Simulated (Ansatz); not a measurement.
# BN (Qingsongite): a band-gap study from PBE to G0W0 at the band limit

Aim: a best estimate of the quasiparticle gap of BN (Qingsongite), with each correction and its cost laid out.

Calculated with Ansatz 0.2.0; density functionals, hybrids, G0W0, plane waves, PAW.

Most raw output is cut from this account.

In doubt: masses and optical values from hybrid runs of this build are listed as unsure (step 13), which bears on the screening that GW takes from such a start.

### Step 1. The starting structure

The structure is cubic, space group F-43m (No. 216). Conventional cell: a = 3.615 Å, b = 3.615 Å, c = 3.615 Å, α = 90.00°, β = 90.00°, γ = 90.00°. Nearest to B lie 4 N at 1.57 Å. N has 4 B at 1.57 Å nearest. Farther neighbours and most contacts between anions are not listed.

The cell and positions come from the Crystallography Open Database and are kept as given unless a step says otherwise.

### Step 2. PBE bands

The cheap functional maps the bands first; the places of the edges decide which points the dearer methods must see.

This step: DFT, PBE, plane waves, PAW; PAW set soft_1.

Contents of input.yaml:

```yaml
crystal:
  lattice:
    - [0.0, 1.8075, 1.8075]
    - [1.8075, 0.0, 1.8075]
    - [1.8075, 1.8075, 0.0]
  atoms:
    - { symbol: B, position: [0.0, 0.0, 0.0] }
    - { symbol: "N", position: [0.25, 0.25, 0.25] }
kpoints:
  mp_grid: { grid: [10, 10, 10] }
  band_path:
    path:
      - [[0.0, 0.0, 0.0], [-0.5, -0.5, 0.0], [-0.375, -0.375, 0.25]]
      - [[-0.375, 0.0, 0.375], [0.0, 0.0, 0.0], [0.0, 0.0, 0.5], [-0.5, -0.25, 0.25], [-0.5, -0.5, 0.0]]
    npoints: 10
hamiltonian:
  xc: pbe
  pseudopotentials: { kind: paw, azcp: { folder: soft_1 } }
scf:
  occupations: { method: fermi_dirac, width: 0.02 }
  n_extra_bands: 4
output:
  eigenvalues: true
  write_density: true
  write_potential: true
  elf: true
  volumetric_format: npy
```

Run with:

```
ansatz run input.yaml --threads 3 --pin off --max-ram 92160MiB --backend cuda --events-out ev --progress --plain --runs-dir out --devices 1 --max-vram 13GiB
```

Wall time 8.7 s (1 × NVIDIA H100 80GB HBM3 (shared by 6 runs) with 3 threads of AMD EPYC 7R13 (Zen 3), shared host); peak memory 0.85 GiB.

This step gave:

```
filled bands         : 4
gap                  : 4.467 eV
valence top at       : Γ
conduction bottom at : X
least direct gap     : 8.825 eV
```

The gap is indirect, with the least direct gap 4.36 eV higher.

Electronic bands along the path, in eV, zero at the top of the highest nominally filled band; v1 is the highest filled band, c1 the lowest empty one:

```
    point      v4      v3     v2     v1     c1     c2     c3     c4
        Γ  -20.23    0.00   0.00   0.00   8.83   8.83   8.83  10.32
  halfway  -18.27   -3.98  -3.01  -3.01   6.80  11.54  13.44  13.44
        X  -14.65   -8.92  -4.90  -4.90   4.47   9.24  17.92  17.92
  halfway  -14.57   -8.70  -5.97  -4.69   5.42  10.18  17.33  17.55
        U  -14.56   -8.13  -7.66  -4.08   6.92  12.88  15.82  16.67
jump to K  -14.56   -8.13  -7.66  -4.08   6.92  12.88  15.82  16.67
  halfway  -18.05   -5.74  -3.92  -1.12  10.65  10.71  11.20  13.55
        Γ  -20.23    0.00   0.00   0.00   8.83   8.83   8.83  10.32
  halfway  -18.75   -5.48  -1.13  -1.13   9.64  10.34  10.34  13.56
        L  -16.01  -10.69  -1.94  -1.94  10.13  10.72  10.72  15.26
  halfway  -15.31   -9.69  -4.83  -3.45   9.60  11.17  14.37  15.77
        W  -14.34   -7.59  -6.96  -6.50   9.60  13.29  14.50  14.66
  halfway  -14.50   -8.50  -5.77  -5.71   6.52  10.90  16.24  17.43
        X  -14.65   -8.92  -4.90  -4.90   4.47   9.24  17.92  17.92
```

ELF in the ac plane of a cell with a along [110], b along [-110] and c along [001] of the cube at fractional y = 0.000, with atoms of B and N within 0.2 Å of it. It is the smooth field of the valence electrons, not physical close to the nuclei.

Ten even steps from '0' (0.03) to '9' (0.86), each cell a mean:
```
18989941898994
49846974984697
26735842673584
03788510378851
00354100035410
00000000000000
31000123100012
32101233210123
03555410355541
```
Columns run along a (5.1 Å), rows up along c (3.6 Å), edges of the conventional cell, whose origin can differ from the input's. Atoms in or near the plane, at fractional coordinates: B at (0.50, 0.00), B at (0.00, 0.00), N at (0.75, 0.75), N at (0.25, 0.75).

Valence density in the ac plane of a cell with a along [110], b along [-110] and c along [001] of the cube at fractional y = 0.000, with atoms of B and N within 0.2 Å of it. It is the smooth field of the valence electrons, not physical close to the nuclei.

Ten even steps from '_' (0.1 e/Å³) to '@' (3.4 e/Å³), each cell a mean:
```
..::--====--::..::--====--::
..--##@@@@==::..--##@@@@==::
__::**@@%%--____::**@@%%--__
____::++==..______::++==..__
______..____________..______
____________________________
____________________________
....________......________..
......__............__......
```
Columns run along a (5.1 Å), rows up along c (3.6 Å), edges of the conventional cell, whose origin can differ from the input's. Atoms in or near the plane, at fractional coordinates: B at (0.50, 0.00), B at (0.00, 0.00), N at (0.75, 0.75), N at (0.25, 0.75).

### Step 3. LDA

A second semilocal functional shows how much of the gap hangs on that choice alone.

This step: DFT, LDA, plane waves, PAW; PAW set soft_1.

Contents of input.yaml:

```yaml
crystal:
  lattice:
    - [0.0, 1.8075, 1.8075]
    - [1.8075, 0.0, 1.8075]
    - [1.8075, 1.8075, 0.0]
  atoms:
    - { symbol: B, position: [0.0, 0.0, 0.0] }
    - { symbol: "N", position: [0.25, 0.25, 0.25] }
kpoints:
  mp_grid: { grid: [10, 10, 10] }
  band_path:
    path:
      - [0.0, 0.0, 0.0]
      - [-0.5, -0.5, 0.0]
      - [-0.375, -0.375, 0.25]
      - [-0.375, 0.0, 0.375]
      - [0.0, 0.0, 0.5]
      - [-0.5, -0.25, 0.25]
    npoints: 1
hamiltonian:
  xc: lda
  pseudopotentials: { kind: paw, azcp: { folder: soft_1 }, xc_functional: pbe }
scf:
  occupations: { method: fixed }
  n_extra_bands: 4
output:
  eigenvalues: true
```

Run time: 10 s. Hardware: 1 × NVIDIA H100 80GB HBM3 (shared by 6 runs) with 3 threads; peak memory 0.8 GiB; 3.3 s of CPU time.

Numbers from this step:

- gap: 4.356 eV
- valence top at: Γ
- conduction bottom at: X
- least direct gap: 8.691 eV

The gap stands −0.11 eV against PBE.

### Step 4. r2SCAN

The meta-GGA depends on the orbitals through the kinetic-energy density, which usually opens the gap somewhat.

This step: DFT, r2SCAN, plane waves, PAW; PAW set soft_1.

input.yaml: that of step 3 with these lines changed.

```diff
@@ -20,4 +20,4 @@
 hamiltonian:
-  xc: lda
-  pseudopotentials: { kind: paw, azcp: { folder: soft_1 }, xc_functional: pbe }
+  xc: r2scan
+  pseudopotentials: { kind: paw, azcp: { folder: soft_1 } }
 scf:
```

Elapsed: 5.1 s, on 1 × NVIDIA H100 80GB HBM3 (shared by 6 runs) with 3 threads; peak memory 0.86 GiB; 4.1 s of CPU time.

This step gave:

```yaml
gap: 4.988 eV
valence_top_at: Γ
conduction_bottom_at: X
least_direct_gap: 9.555 eV
```

The gap stands +0.52 eV against PBE.

### Step 5. HSE06

The screened hybrid is the usual rung above semilocal functionals: a quarter of exact exchange, cut off beyond a few ångström.

This step: DFT, HSE06, plane waves, PAW; PAW set soft_1.

input.yaml: that of step 4 with these lines changed.

```diff
@@ -9,3 +9,3 @@
 kpoints:
-  mp_grid: { grid: [10, 10, 10] }
+  mp_grid: { grid: [8, 8, 8] }
   band_path:
@@ -20,3 +20,3 @@
 hamiltonian:
-  xc: r2scan
+  xc: hse06
   pseudopotentials: { kind: paw, azcp: { folder: soft_1 } }
@@ -27 +27,5 @@
   eigenvalues: true
+  write_density: true
+  write_potential: true
+  elf: true
+  volumetric_format: npy
```

Run time: 36 s. Hardware: 1 × NVIDIA H100 80GB HBM3 (shared by 6 runs) with 3 threads; peak memory 1.1 GiB.

This step gave:

- gap: 5.783 eV
- valence top at: Γ
- conduction bottom at: X
- least direct gap: 10.56 eV

The gap stands +1.32 eV against PBE.

### Step 6. PBE0

PBE0 differs from HSE06 by long-range exchange, so the pair shows what that tail is worth.

This step: DFT, PBE0, plane waves, PAW; PAW set soft_1.

input.yaml: that of step 5 with these lines changed.

```diff
@@ -20,3 +20,3 @@
 hamiltonian:
-  xc: hse06
+  xc: pbe0
   pseudopotentials: { kind: paw, azcp: { folder: soft_1 } }
```

Run time: 22 s. Hardware: 1 × NVIDIA H100 80GB HBM3 (shared by 6 runs) with 3 threads; peak memory 1.1 GiB; 11 s of CPU time.

This step gave:

```
gap                  : 6.547 eV
valence top at       : Γ
conduction bottom at : X
least direct gap     : 11.33 eV
```

The gap stands +2.08 eV against PBE.

### Step 7. DDH-PBE0

Here the share of exact exchange is set once to one over ε∞ of the semilocal ground state, the screening that GW applies at long range.

This step: DFT, dielectric-dependent PBE0 (fraction 1/eps_inf of PBE), plane waves, PAW; PAW set soft_1.

input.yaml: that of step 6 with these lines changed.

```diff
@@ -8,2 +8,3 @@
     - { symbol: "N", position: [0.25, 0.25, 0.25] }
+  host: atoms
 kpoints:
@@ -20,3 +21,6 @@
 hamiltonian:
-  xc: pbe0
+  xc:
+    exchange: pbe
+    correlation: pbe
+    exx: { coeff: inverse_dielectric }
   pseudopotentials: { kind: paw, azcp: { folder: soft_1 } }
```

Wall time 22 s (1 × NVIDIA H100 80GB HBM3 (shared by 6 runs) with 3 threads); peak memory 1.2 GiB.

This step gave:

* gap: 6.269 eV
* valence top at: Γ
* conduction bottom at: X
* least direct gap: 10.99 eV
* exact-exchange fraction: 0.2170

The gap stands +1.80 eV against PBE; the share of exchange is 0.217, one over an ε∞ of 4.6.

### Step 8. Dielectric tensor

The response to a uniform field gives ε∞, a yardstick for the screening that GW builds on its mesh.

This step: dielectric response by perturbation theory, PBE, plane waves, PAW; PAW set soft_1.

Contents of input.yaml:

```yaml
crystal:
  lattice:
    - [0.0, 1.8075, 1.8075]
    - [1.8075, 0.0, 1.8075]
    - [1.8075, 1.8075, 0.0]
  atoms:
    - { symbol: B, position: [0.0, 0.0, 0.0] }
    - { symbol: "N", position: [0.25, 0.25, 0.25] }
kpoints:
  mp_grid: { grid: [10, 10, 10] }
hamiltonian:
  xc: pbe
  pseudopotentials: { kind: paw, azcp: { folder: soft_1 } }
scf:
  occupations: { method: fixed }
dielectric: {}
```

Run time: 22 s. Hardware: 1 × NVIDIA H100 80GB HBM3 (shared by 6 runs) with 3 threads; peak memory 0.98 GiB; 29 s of CPU time.

Numbers from this step:

* stated error of ε∞: 0.011

One over ε∞ averages 0.22, near the quarter of exact exchange in PBE0.

High-frequency dielectric tensor:

```
4.61 0.00 0.00
0.00 4.61 0.00
0.00 0.00 4.61
```

### Step 9. G0W0, 8×8×8 mesh, 12 empty bands, screening to 60 eV, PAW set soft_1 files

Now the one-shot GW correction: screening in the RPA, then the self-energy of the levels asked for. This step takes PAW set soft_1 files.

This step: G0W0 on PBE, plane waves, PAW; PAW set soft_1.

input.yaml, the sections that differ from step 8:

```yaml
kpoints:
  mp_grid: { grid: [8, 8, 8] }
gw:
  n_empty_bands: 12
  ecut_chi: 60
  qp_bands: [v2, c2]
  qp_kpoints: band_edges
  screening: { model: contour_deformation }
# crystal, hamiltonian, scf: as in step 8
# dielectric: removed
```

Wall time 23 s (1 × NVIDIA H100 80GB HBM3 (shared by 6 runs) with 3 threads); peak memory 0.93 GiB.

This step gave:

| Property | Result |
| --- | --- |
| bands summed | 16 |
| RPA ε∞ on this mesh (eigenvalues) | 4.517, 4.517, 4.517 |
| plane waves in the screening matrix | 15 |
| G0W0 gap on the mesh | 5.620 eV |
| k of the valence top | 0, 0, 0 |
| k of the conduction bottom | 0, -0.5, -0.5 |
| starting gap on the mesh | 4.466 eV |
| least direct G0W0 gap on the computed points | 10.83 eV |

The gap on the mesh goes from 4.47 eV to 5.62 eV, a correction of +1.15 eV. Between the two edge states, bare exchange in place of the xc potential would open the gap by 8.81 eV, and correlation takes back 7.65 eV.

### Step 10. G0W0, 8×8×8 mesh, 35 empty bands, screening to 120 eV, PAW set soft_1 files

Bands and screening cutoff are moved together, since each hides the error of the other.

input.yaml: that of step 9 with these lines changed.

```diff
@@ -16,4 +16,4 @@
 gw:
-  n_empty_bands: 12
-  ecut_chi: 60
+  n_empty_bands: 35
+  ecut_chi: 120
   qp_bands: [v2, c2]
```

Wall time 16 s (1 × NVIDIA H100 80GB HBM3 (shared by 6 runs) with 3 threads); peak memory 0.97 GiB; 11 s of CPU time.

Numbers from this step:

| Item | Value |
| --- | --- |
| bands summed | 39 |
| RPA ε∞ on this mesh (eigenvalues) | 4.471, 4.471, 4.471 |
| plane waves in the screening matrix | 27 |
| G0W0 gap on the mesh | 5.895 eV |
| k of the valence top | 0, 0, 0 |
| k of the conduction bottom | 0, -0.5, -0.5 |
| starting gap on the mesh | 4.466 eV |
| least direct G0W0 gap on the computed points | 10.88 eV |

Against the run with 8×8×8 mesh, 12 empty bands, screening to 60 eV, PAW set soft_1 files, the gap moves by +0.28 eV.

### Step 11. G0W0, 8×8×8 mesh, 75 empty bands, screening to 200 eV, PAW set soft_1 files

input.yaml: that of step 10 with these lines changed.

```diff
@@ -16,4 +16,4 @@
 gw:
-  n_empty_bands: 35
-  ecut_chi: 120
+  n_empty_bands: 75
+  ecut_chi: 200.0
   qp_bands: [v2, c2]
```

Elapsed: 26 s, on 1 × NVIDIA H100 80GB HBM3 (shared by 6 runs) with 3 threads; peak memory 0.97 GiB; 28 s of CPU time.

This step gave:

```
bands summed                                 : 79
RPA ε∞ on this mesh (eigenvalues)            : 4.384, 4.384, 4.384
plane waves in the screening matrix          : 65
q-points in the mesh                         : 512
G0W0 gap on the mesh                         : 6.097 eV
k of the valence top                         : 0, 0, 0
k of the conduction bottom                   : 0, -0.5, -0.5
starting gap on the mesh                     : 4.466 eV
Z at the valence top                         : 0.8250
Z at the conduction bottom                   : 0.8527
least direct G0W0 gap on the computed points : 11.04 eV
```

Against the run with 8×8×8 mesh, 35 empty bands, screening to 120 eV, PAW set soft_1 files, the gap moves by +0.20 eV.

Limits: finite bands, cutoff and mesh. v1 is the top filled band, c1 the lowest empty one. Levels before and after the correction, in eV, zero at the valence-band top of each column:

```
           conduction bottom  valence top
Kohn-Sham               4.47         0.00
     G0W0               6.10         0.00
```

```
                         level  occupation  energy (eV)
Kohn-Sham              Γ v2-v1           2        0.000
Kohn-Sham              Γ c1-c2           0        8.825
Kohn-Sham  (0 -0.5 -0.5) v2-v1           2       -4.905
Kohn-Sham     (0 -0.5 -0.5) c1           0        4.466
Kohn-Sham     (0 -0.5 -0.5) c2           0        9.237
     G0W0              Γ v2-v1           2        0.000
     G0W0              Γ c1-c2           0       11.041
     G0W0  (0 -0.5 -0.5) v2-v1           2       -5.307
     G0W0     (0 -0.5 -0.5) c1           0        6.097
     G0W0     (0 -0.5 -0.5) c2           0       11.015
```

How the two edges are built up, in eV (the quasiparticle level is the starting level plus Σx plus Σc less Vxc):

```
     run               edge  start      Σx     Σc     Vxc     Z     QP
16 bands        valence top  11.17  -22.85   3.59  -19.29  0.84  11.19
16 bands  conduction bottom  15.64   -8.04  -4.06  -13.29  0.86  16.81
39 bands        valence top  11.17  -22.85   2.92  -19.29  0.83  10.52
39 bands  conduction bottom  15.64   -8.04  -4.46  -13.29  0.85  16.42
79 bands        valence top  11.17  -22.85   2.55  -19.29  0.82  10.16
79 bands  conduction bottom  15.64   -8.04  -4.62  -13.29  0.85  16.25
```

### Step 12. G0W0@PBE, 6×6×6 mesh, 35 empty bands, screening to 120 eV, PAW set soft_1 files

A second mesh at equal bands and cutoff isolates the sampling error. Bands and cutoff differ from the step before, so it is read against an earlier run that matches them.

input.yaml: that of step 11 with these lines changed.

```diff
@@ -9,3 +9,3 @@
 kpoints:
-  mp_grid: { grid: [8, 8, 8] }
+  mp_grid: { grid: [6, 6, 6] }
 hamiltonian:
@@ -16,4 +16,4 @@
 gw:
-  n_empty_bands: 75
-  ecut_chi: 200.0
+  n_empty_bands: 35
+  ecut_chi: 120
   qp_bands: [v2, c2]
```

Wall time 13 s (1 × NVIDIA H100 80GB HBM3 (shared by 6 runs) with 3 threads); peak memory 0.96 GiB; 4.8 s of CPU time.

Numbers from this step:

- bands summed: 39
- RPA ε∞ on this mesh (eigenvalues): 4.555, 4.555, 4.555
- plane waves in the screening matrix: 27
- G0W0 gap on the mesh: 5.894 eV
- k of the valence top: 0, 0, 0
- k of the conduction bottom: 0, -0.5, -0.5
- starting gap on the mesh: 4.465 eV
- least direct G0W0 gap on the computed points: 10.88 eV

Against the run with 8×8×8 mesh, 35 empty bands, screening to 120 eV, PAW set soft_1 files, the gap moves by −0.001 eV.

### Step 13. G0W0@HSE06, 8×8×8 mesh, 35 empty bands, screening to 120 eV, PAW set soft_1 files

One-shot GW remembers its start. Another functional's orbitals and levels show by how much.

This step: G0W0 on HSE06, plane waves, PAW; PAW set soft_1.

input.yaml: that of step 12 with these lines changed.

```diff
@@ -9,5 +9,5 @@
 kpoints:
-  mp_grid: { grid: [6, 6, 6] }
+  mp_grid: { grid: [8, 8, 8] }
 hamiltonian:
-  xc: pbe
+  xc: hse06
   pseudopotentials: { kind: paw, azcp: { folder: soft_1 } }
```

It took 28 s on 1 × NVIDIA H100 80GB HBM3 (shared by 6 runs) with 3 threads; peak memory 1.2 GiB.

This step gave:

| Property | Result |
| --- | --- |
| bands summed | 39 |
| RPA ε∞ on this mesh (eigenvalues) | 3.928, 3.928, 3.928 |
| plane waves in the screening matrix | 27 |
| G0W0 gap on the mesh | 6.386 eV |
| k of the valence top | 0, 0, 0 |
| k of the conduction bottom | 0, -0.5, -0.5 |
| starting gap on the mesh | 5.783 eV |
| least direct G0W0 gap on the computed points | 11.48 eV |

Against the run with 8×8×8 mesh, 35 empty bands, screening to 120 eV, PAW set soft_1 files on PBE, the gap moves by +0.49 eV, while the start moved by +1.32 eV.

(Continued in part 2 of 2.)

[Paths, hosts, dates, memory and timing lines, banners, echoed tables and standing remarks are left out of the program output.]

[Logs are printed without paths, hosts, clocks, repeated set-up lines and the standing remarks that a program may print on its own settings, such as how far it seeks lower states.]

[Runs of the session that timed out or met a known fault of the program may be left out.]

[Cells called generated may have been cut or substituted from an entry of the Crystallography Open Database or the Materials Project.]

[Hosts, paths, dates, database ids (printed as entryN), source tags and the programs' standing remarks are cut or masked in the printed files.]
